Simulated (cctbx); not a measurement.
**X-rays or neutrons for the lightest atoms?**

Cell a = 7.4010 Å, b = 7.6010 Å, c = 10.6260 Å, α = 90.00°, β = 90.00°, γ = 90.00°; space group Imma (no. 74); content Nb4 Ti4 S16 Li4. The heavier atoms are placed; Li is still missing.

Simulated single-crystal data (cctbx): Mo Kα, λ = 0.71073 Å, to d = 0.84 Å, 50 % of the full sphere, strongest reflection 40000 counts, noise from counting, a 4 % proportional error and a noise floor of 4 counts (s.d.); no absorption.

Refinement without Li (map in e/Å³):

```text
Rint 0.030, 303 unique reflections to 0.84 A
cycle     R1     wR2    GooF  max shift (A)
   1  0.1204  0.2902   8.289   0.04088
   2  0.0463  0.1304   3.726   0.00000
final R1 0.0463 wR2 0.1304 GooF 3.726  parameters 8  data/parameter 37.9
atom        x        y        z      Ueq    occ   su(xyz)  su(Uiso or U11)
Nb1    0.50000  0.50000  0.00000   0.0066  1.000  0.00000  0.0005
Ti1    0.25000  0.25000  0.25000   0.0098  1.000  0.00000  0.0007
S1     0.50000  0.02902  0.24155   0.0067  1.000  0.00025  0.0006
S2     0.26045  0.25000  0.01417   0.0088  1.000  0.00029  0.0007
difference map: max 6.14 min -0.64 rms 0.25
Q1    0.0000  0.2500  0.8740    4    6.18  2.44 A from S2
Q2    0.0000  0.0334  0.4835    8    1.50  0.31 A from Nb1
Q3    0.0000  0.0240  0.2743    8    1.01  0.17 A from S1
Q4    0.2493  0.2500  0.0582    8    0.77  0.48 A from S2
Q5    0.2182  0.2500  0.2685    8    0.70  0.31 A from Ti1
Q6    0.2483  0.2500  0.5391    8    0.59  0.57 A from S2
Q7    0.0937  0.2500  0.9746    8    0.47  1.30 A from S2
Q8    0.0000  0.1545  0.6466    8    0.44  1.72 A from S1
```

The data are simulated with cctbx, not measured: neutrons of λ = 0.95 Å, to d = 0.7 Å, 50 % of the full sphere, strongest reflection 5000 counts, noise from counting, a 4 % proportional error and a noise floor of 4 counts (s.d.); no absorption.

Refinement without Li (map in fm/Å³; only maxima are listed):

```text
Rint 0.036, 512 unique reflections to 0.70 A
cycle     R1     wR2    GooF  max shift (A)
   1  0.2170  0.4587  12.354   0.03635
   2  0.1704  0.3543   9.542   0.00002
final R1 0.1704 wR2 0.3543 GooF 9.542  parameters 8  data/parameter 64.0
atom        x        y        z      Ueq    occ   su(xyz)  su(Uiso or U11)
Nb1    0.50000  0.50000  0.00000   0.0058  1.000  0.00000  0.0008
Ti1    0.25000  0.25000  0.25000   0.0074  1.000  0.00000  0.0011
S1     0.50000  0.02965  0.24124   0.0061  1.000  0.00059  0.0010
S2     0.26082  0.25000  0.01340   0.0074  1.000  0.00064  0.0010
difference map: max 6.04 min -16.16 rms 0.47
Q1    0.0000  0.0000  0.5000    4    6.04  0.00 A from Nb1
Q2    0.0000  0.0255  0.2604    8    2.97  0.04 A from S1
Q3    0.0000  0.2500  0.8111    4    2.17  2.25 A from S1
Q4    0.0000  0.2500  0.9387    4    2.10  2.09 A from S2
Q5    0.2584  0.2500  0.0380    8    1.66  0.26 A from S2
Q6    0.0000  0.1675  0.8732    8    1.65  2.05 A from S1
Q7    0.0000  0.2500  0.3744    4    1.64  2.08 A from S1
Q8    0.0833  0.2083  0.8750   16    1.36  2.00 A from S2
```

**Question.** Where is Li, and which data fix it better?

Li sits at (0, 1/4, 0.8746). Adding it takes R1 from 0.046 to 0.022 with X-rays and from 0.170 to 0.026 with neutrons. Its largest coordinate s.u. is 0.00088 with X-rays and 0.00017 with neutrons, so neutrons fix it better in these data. In the X-ray map Q1 marks it. No listed neutron peak is on it. Natural Li has a negative scattering length, so it shows as a hole in the neutron map (minimum -16.2), not among the maxima.

Final neutron refinement:

```text
Rint 0.036, 512 unique reflections to 0.70 A
cycle     R1     wR2    GooF  max shift (A)
   1  0.1437  0.3062   8.263   0.03460
   2  0.0256  0.0670   1.809   0.00000
final R1 0.0256 wR2 0.0670 GooF 1.809  parameters 10  data/parameter 51.2
atom        x        y        z      Ueq    occ   su(xyz)  su(Uiso or U11)
Nb1    0.50000  0.50000  0.00000   0.0064  1.000  0.00000  0.0001
Ti1    0.25000  0.25000  0.25000   0.0092  1.000  0.00000  0.0002
S1     0.50000  0.02884  0.24147   0.0063  1.000  0.00010  0.0002
S2     0.26047  0.25000  0.01417   0.0091  1.000  0.00011  0.0002
Li1    0.00000  0.25000  0.87478   0.0123  1.000  0.00017  0.0003
difference map: max 0.88 min -0.64 rms 0.07
Q1    0.0000  0.0449  0.4787    8    0.92  0.41 A from Nb1
Q2    0.2300  0.2500  0.5248    8    0.57  0.42 A from S2
Q3    0.2451  0.2500  0.0572    8    0.55  0.47 A from S2
Q4    0.0000  0.0464  0.3078    8    0.31  0.54 A from S1
Q5    0.0000  0.0559  0.5821    8    0.29  0.97 A from Nb1
Q6    0.2289  0.2500  0.2193    8    0.24  0.36 A from Ti1
```

This is a model crystal, built by substitution and not relaxed, with assumed displacement parameters.

[Middle refinement cycles are left out of these outputs.]

[Logs are printed without paths, hosts, clocks, repeated set-up lines and the standing remarks that a program may print on its own settings, such as how far it seeks lower states.]
